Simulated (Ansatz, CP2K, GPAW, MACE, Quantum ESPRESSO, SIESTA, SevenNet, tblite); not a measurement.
# (5,5) carbon nanotube bundle (80 atoms) in tblite

Wanted: tblite inputs and outputs for (5,5) carbon nanotube bundle (80 atoms), checked against a plane-wave reference.

Calculated with tblite 0.8.0; the method is named at each step.

**1. Set-up**

The cell holds 80 atoms: 80 C. Its edges and angles: a = 10.081 Å, b = 10.081 Å, c = 9.721 Å, α = 90.0°, β = 90.0°, γ = 120.0°. It derives from C (graphene). Graphene sheet (a = 2.46 Å) rolled into a (5,5) tube of diameter 6.78 Å, 4 periods, hexagonal bundle with 3.3 Å between walls; minimised with a classical potential (one cell length free). Then every atom was moved at random, 0.02 Å r.m.s. a Cartesian component. The structure's axis is c.

The yardstick, on the same geometry:

* method: Kohn-Sham DFT, PBE, PAW, plane waves (Ansatz 0.2.0); cutoff 420 eV, Γ point, fermi-dirac smearing of 0.05 eV; PAW set soft_2
* r.m.s. force component: 1.372 eV/Å
* longest force: 5.526 eV/Å
* pressure: 11.12 GPa
* SCF cycles: 9
* time: 4.8 s on 8 threads of Arm Neoverse V2, shared host
* CPU time: 33 s

**2. IPEA1-xTB**

Method: IPEA1-xTB tight binding, diagonalisation.

Input file run.py:

```python
import numpy as np
from ase.io import read
from tblite.ase import TBLite

atoms = read("structure.xyz")
atoms.calc = TBLite(method="IPEA1-xTB", electronic_temperature=580, accuracy=1.0, max_iterations=250, mixer_damping=0.1, verbosity=1)
energy = atoms.get_potential_energy()
forces = atoms.get_forces()
print(f"energy {energy:.6f} eV")
print("forces (eV/A)")
for i, (a, f) in enumerate(zip(atoms, forces)):
    print(f"{i:4d} {a.symbol:2s} {f[0]:10.5f} {f[1]:10.5f} {f[2]:10.5f}")
stress = -atoms.get_stress(voigt=False) * 160.21766
print("stress (GPa, compression positive)")
for row in stress:
    print(" ".join(f"{x:10.4f}" for x in row))
print("charges (e)")
print(np.array2string(atoms.get_charges(), precision=4, suppress_small=True, max_line_width=110, threshold=100000))
```

Input file structure.xyz:

```xyz
80
Lattice="10.08135 0.00000 0.00000 -5.04067 8.73070 0.00000 0.00000 0.00000 9.72051" Properties=species:S:1:pos:R:3 pbc="T T T"
C 3.36500 0.70064 1.27572
C 3.12663 1.39307 0.05998
C 2.26427 2.51252 0.03908
C 1.68863 2.91483 1.28330
C 0.36510 3.33958 1.29594
C -0.36227 3.39354 2.49224
C 8.36808 2.91317 0.08068
C 7.82908 2.52038 1.25570
C 6.94338 1.40625 1.30459
C 6.76539 0.71854 2.47688
C 1.69856 8.05835 0.09108
C 1.94586 7.34243 1.26726
C 2.75055 6.22770 1.27591
C 3.33103 5.82626 2.50566
C 4.68012 5.39514 2.50935
C 5.45104 5.34782 1.31519
C 6.71635 5.79815 1.26328
C -2.73875 6.24533 2.47474
C -1.91288 7.30105 2.50274
C -1.73807 8.00020 1.26736
C 3.33794 0.68920 3.72451
C 3.15062 1.36112 2.48320
C 2.24708 2.46372 2.48826
C 1.69110 2.93535 3.69302
C 0.37815 3.34037 3.67426
C -0.34337 3.35154 4.92023
C 8.40316 2.89239 2.50954
C 7.80660 2.46904 3.68543
C 6.99782 1.35509 3.71596
C 6.75541 0.68222 4.91615
C 1.68944 8.01234 2.51236
C 1.95120 7.35850 3.71673
C 2.79818 6.23756 3.69564
C 3.37443 5.81168 4.90837
C 4.67735 5.37322 4.90730
C 5.38662 5.37069 3.70769
C 6.70813 5.81604 3.70031
C -2.78119 6.21739 4.94142
C -1.92982 7.37229 4.92966
C -1.71241 8.04953 3.73899
C 3.31555 0.68798 6.12693
C 3.10848 1.34138 4.94356
C 2.24406 2.50091 4.94074
C 1.71595 2.92513 6.13082
C 0.35164 3.36795 6.12120
C -0.34765 3.36595 7.35318
C 8.39051 2.91693 4.93141
C 7.78452 2.51112 6.14881
C 6.98179 1.39822 6.12450
C 6.75803 0.70387 7.35843
C 1.69332 8.00247 4.92392
C 1.93099 7.36295 6.12878
C 2.77298 6.20788 6.14764
C 3.32997 5.82023 7.36329
C 4.70346 5.37270 7.36591
C 5.39428 5.36545 6.13384
[... 20 atom lines left out ...]
C 6.72270 5.81404 8.59604
C -2.74364 6.24647 0.05871
C -1.92967 7.34880 0.08350
C -1.72239 8.02002 8.57689
```

On the command line:

```sh
> OMP_NUM_THREADS=1 python run.py > output.txt
```

What it wrote:

```text
------------------------------------------------------------
  cycle        total energy    energy error   density error
------------------------------------------------------------
      1     -193.6138460447  -1.9816881E+02   7.3090128E-01
      2     -193.6153938212  -1.5477765E-03   6.5778831E-01
      3     -193.6078977671   7.4960540E-03   1.0029429E-02
      4     -193.6154947680  -7.5970009E-03   1.9767979E-03
      5     -193.6158229746  -3.2820663E-04   3.5029994E-04
      6     -193.6158332232  -1.0248597E-05   5.8369504E-05
      7     -193.6158335814  -3.5814656E-07   2.5070872E-05
      8     -193.6158336159  -3.4570149E-08   1.7545065E-05
------------------------------------------------------------
 total:                                   4.959 sec
energy -5268.555189 eV
forces (eV/A)
   0 C    -0.12255   -0.45550   -0.46880
   1 C     0.18800   -0.80741    0.49206
   2 C     0.71439   -0.21362    2.04235
   3 C     1.02306   -0.49345   -0.72792
   4 C    -1.58059    0.79346   -1.74530
   5 C     0.49532   -0.58630    0.17927
   6 C     1.44167    0.91037   -2.28284
   7 C    -1.42542   -0.77647    3.63594
   8 C     0.17997   -0.55053   -3.40609
   9 C    -0.91594   -1.69212    1.63997
  10 C     0.09395   -2.27558   -2.76593
  11 C    -1.79330    2.19210    1.77319
  12 C     0.96774   -1.27505    0.82010
  13 C     0.97370   -0.78629   -1.93501
  14 C     0.41284   -0.74296   -1.17211
  15 C    -5.78769   -0.27989   -2.77656
  16 C     4.48001    1.66972    0.64853
  17 C    -3.56343   -3.99152    1.25656
  18 C     1.84400    4.64924    0.10902
  19 C     1.65270    1.41682    2.35812
  20 C     0.22535    1.68971   -0.88595
  21 C    -0.73262    0.50019    1.11287
  22 C     1.13104    0.58183   -0.03011
  23 C     1.81844   -1.42222    0.77179
[...]
72 C     0.38877   -0.40818    2.79321
  73 C    -0.62240   -0.04992   -2.43889
  74 C     3.41340   -0.72865    1.38277
  75 C    -2.75852   -0.86352    4.26708
  76 C     3.02592    1.06278   -2.78047
  77 C    -2.48414   -3.04737    0.52094
  78 C     0.74679    0.65044   -2.02050
  79 C     0.14590   -0.77103   -0.39409
stress (GPa, compression positive)
    4.4822     1.3537     0.0226
    1.3537     5.6339    -0.1311
    0.0226    -0.1311     6.5048
charges (e)
[-0.0013 -0.0016  0.002   0.0006  0.0011 -0.0026  0.0029  0.0009 -0.005   0.0015  0.0008  0.0016  0.0025
  0.0017  0.0001 -0.0026  0.003   0.001  -0.0015  0.0022  0.0027 -0.0029  0.0018  0.0001  0.0023 -0.0022
  0.0019 -0.0007  0.0001  0.0003 -0.0039  0.0009  0.0017  0.0012  0.0011  0.0003 -0.002  -0.0031 -0.0032
  0.0021  0.0045 -0.0011 -0.0007  0.0024 -0.0013 -0.0001 -0.0025  0.0024 -0.0012 -0.0026  0.0011  0.0022
 -0.0028  0.0021 -0.0012 -0.0021  0.004  -0.0023 -0.0008  0.0025  0.0008 -0.0054  0.0005  0.0019 -0.0031
 -0.0045 -0.0008  0.002   0.0009  0.0006  0.0004 -0.0025 -0.0002  0.0015 -0.0065  0.0023  0.0004  0.0009
  0.0026 -0.0001]
```

Wall time 5.5 s (1 thread of Arm Neoverse V2, shared host); peak memory 0.11 GiB.

Banners, paths, timers and routine set-up lines are dropped from the logs unmarked, and long logs keep their key lines alone; longer cuts are marked.

Numbers from this run, and their distance from the reference:

* r.m.s. force component: 1.594 eV/Å
* r.m.s. difference of force components: 268.5 meV/Å
* longest difference of force vectors: 917.2 meV/Å
* force difference over r.m.s. force: 19.58 %
* slope of forces against the reference's: 1.156
* correlation of force components: 0.9948
* pressure: 5.54 GPa
* pressure difference: -5.576 GPa

The surroundings of C60, picked at random, nearest first, numbered as they follow in the input and with coordinates relative to it.

```csv
atom,x,y,z,distance (Å),bonds,Mulliken charge (e),Fx,Fy,Fz (eV/Å)
C60,0.00,0.00,0.00,0.00,3,0.00,0.49,-2.28,-1.29
C41,0.01,1.37,-0.03,1.37,3,0.00,0.55,1.17,1.83
C59,-0.23,-0.68,1.18,1.39,3,0.00,0.63,-0.04,1.58
C39,-0.19,-0.68,-1.23,1.41,3,0.00,-0.56,-1.08,0.93
C62,-0.20,2.03,1.19,2.36,3,-0.01,-0.60,1.23,1.07
C42,-0.19,2.02,-1.21,2.37,3,0.00,-0.98,2.61,-1.86
C58,-1.05,-1.82,1.16,2.40,3,0.00,0.02,-0.40,3.08
C40,0.02,0.00,-2.42,2.42,3,0.00,0.40,-3.13,-2.07
C80,0.01,-0.03,2.42,2.42,3,0.00,0.15,-0.77,-0.39
C38,-1.04,-1.83,-1.21,2.43,3,0.00,0.22,0.46,-2.29
```

Atoms are counted from 1 here, from 0 in the log.

Forces lie 20 % from the reference's, at 0.17 times its CPU time (on 1 against 8 cores).

**3. GFN2-xTB**

Method: GFN2-xTB tight binding, diagonalisation.

run.py, as its differences from that of step 2:

```diff
@@ -5,3 +5,3 @@
 atoms = read("structure.xyz")
-atoms.calc = TBLite(method="IPEA1-xTB", electronic_temperature=580, accuracy=1.0, max_iterations=250, mixer_damping=0.1, verbosity=1)
+atoms.calc = TBLite(method="GFN2-xTB", electronic_temperature=580, accuracy=1.0, max_iterations=250, mixer_damping=0.1, verbosity=1)
 energy = atoms.get_potential_energy()
```

structure.xyz is that of step 2.

What it wrote:

```text
------------------------------------------------------------
  cycle        total energy    energy error   density error
------------------------------------------------------------
      1     -171.9306198880  -1.7570372E+02   1.4640811E-01
      2     -171.9316882397  -1.0683517E-03   1.3164012E-01
      3     -171.9279564579   3.7317818E-03   7.2607748E-03
      4     -171.9326454929  -4.6890350E-03   1.6952578E-03
      5     -171.9326964865  -5.0993583E-05   1.2877619E-03
      6     -171.9327016818  -5.1952453E-06   8.0363759E-04
      7     -171.9327085202  -6.8384613E-06   1.5448558E-04
      8     -171.9327105944  -2.0741201E-06   5.4452333E-05
      9     -171.9327107258  -1.3148920E-07   3.5051346E-05
     10     -171.9327107583  -3.2500367E-08   2.0686007E-05
     11     -171.9327107612  -2.8486795E-09   6.9268062E-06
------------------------------------------------------------
 total:                                   5.152 sec
energy -4678.527363 eV
forces (eV/A)
   0 C    -0.09144   -0.30389   -0.40373
   1 C     0.20142   -0.60019    0.42147
   2 C     0.60882   -0.15535    1.65921
   3 C     0.87756   -0.39680   -0.58278
   4 C    -1.32457    0.67880   -1.38023
   5 C     0.41083   -0.39660    0.12266
   6 C     1.13629    0.75792   -1.86450
   7 C    -1.18468   -0.62017    2.94005
   8 C     0.09818   -0.40362   -2.73916
   9 C    -0.71567   -1.31003    1.29823
  10 C     0.07392   -1.89812   -2.18559
  11 C    -1.50151    1.74205    1.42592
  12 C     0.73065   -1.05999    0.67998
  13 C     0.74611   -0.62969   -1.57513
  14 C     0.34964   -0.62685   -0.96219
  15 C    -4.72014   -0.32198   -2.20176
  16 C     3.62807    1.35608    0.48166
  17 C    -2.83923   -3.23668    0.97817
  18 C     1.60139    3.72808    0.12782
  19 C     1.29175    1.08154    1.92533
  20 C     0.17246    1.47904   -0.71522
  21 C    -0.51173    0.43112    0.88201
  22 C     0.93499    0.45272   -0.02027
  23 C     1.51842   -1.13138    0.62872
[...]
72 C     0.27520   -0.34218    2.25060
  73 C    -0.53693   -0.02804   -1.95750
  74 C     2.81195   -0.63186    1.09014
  75 C    -2.25449   -0.75185    3.40622
  76 C     2.48713    0.86703   -2.18786
  77 C    -1.92262   -2.45415    0.42735
  78 C     0.69022    0.51373   -1.61888
  79 C     0.11084   -0.71838   -0.33872
stress (GPa, compression positive)
    5.7246     1.1212     0.0200
    1.1212     6.5759    -0.1307
    0.0200    -0.1307     7.6634
charges (e)
[-0.001  -0.0009  0.0033  0.0004  0.0022 -0.0013  0.0062  0.0017 -0.0066  0.0018  0.0008  0.0028  0.0051
  0.0014 -0.0009 -0.002   0.0037  0.0012 -0.0006  0.0007  0.0049 -0.0023  0.0002  0.0007  0.0034 -0.0025
  0.0008  0.0002  0.0021 -0.0016 -0.0076  0.0023  0.0023  0.0001  0.0024  0.0032 -0.0064 -0.0055 -0.0048
  0.002   0.0088 -0.0021 -0.0035  0.0055 -0.0024  0.0026 -0.0069  0.0062 -0.0012 -0.0075  0.003   0.0043
 -0.0056  0.0028 -0.0014 -0.0036  0.0073 -0.0051 -0.0009  0.0033  0.0016 -0.0103  0.0002  0.0035 -0.0035
 -0.0085 -0.0039  0.002   0.0057 -0.0009  0.0008 -0.0043  0.0004  0.0026 -0.013   0.0063 -0.0008  0.0007
  0.0075 -0.0016]
```

The job ended after 5.7 s (1 thread; peak memory 0.11 GiB).

Compared with the plane-wave run:

- r.m.s. force component: 1.29 eV/Å
- r.m.s. difference of force components: 142.6 meV/Å
- longest difference of force vectors: 457.8 meV/Å
- force difference over r.m.s. force: 10.4 %
- slope of forces against the reference's: 0.9371
- correlation of force components: 0.9961
- pressure: 6.655 GPa
- pressure difference: -4.461 GPa

Against the first run (20 %), the force difference from the reference is 10 %, at 1.0 times the CPU time.

**4. The ladder**

Differences are against the plane-wave reference, forces as r.m.s. over components; share is that over the reference's r.m.s. force, slope the least-squares factor from reference forces to these. Total energies of different programs have different zeros and aren't compared.

```csv
run,"Δ force, r.m.s. (meV/Å)",share (%),slope,Δ pressure (GPa),cores,CPU time,memory (GiB)
reference,-,-,-,-,8,33 s,0.95
tblite IPEA1-xTB,268,19.6,1.156,-5.58,1,5.5 s,0.11
tblite GFN2-xTB,143,10.4,0.937,-4.46,1,5.7 s,0.11
```

CPU time is summed over cores on a shared host, where runs went side by side, so it is rough. Symmetry, cutoffs, thresholds, outputs and thread counts weren't matched or tuned between programs; memory under MPI is the largest rank's times the ranks.

**5. Outcome**

| Property | Result |
| --- | --- |
| nearest in forces | tblite GFN2-xTB, 10 % |
| its CPU time | 5.7 s |

Tight binding differs by 10 % (tblite GFN2-xTB) to 20 % (tblite IPEA1-xTB); it is another model, with fitted parameters of its own, and the xTB methods hold dispersion. IPEA1-xTB was fitted to ionisation energies and electron affinities, not to forces or charges. Of the electronic-structure runs that take under half the reference's CPU time, tblite GFN2-xTB comes nearest, at 10 % in 5.7 s against 33 s; its pressure misses by -4.5 GPa. Periodic xTB results under one method name differ between programs and library versions. The reference's pressure of 11 GPa belongs to a cell and atoms that aren't relaxed at this level. The electronic-structure runs sample only Γ, in a cell whose shortest periodic width is 9 Å.

[Also dropped from logs without a mark: logging warnings of Python, and SIESTA's first energy breakdown and zero terms.]

[Logs are printed without paths, hosts, clocks, repeated set-up lines and the standing remarks that a program may print on its own settings, such as how far it seeks lower states.]

[Hosts, paths, dates, database ids (printed as entryN), source tags and the programs' standing remarks are cut or masked in the printed files.]
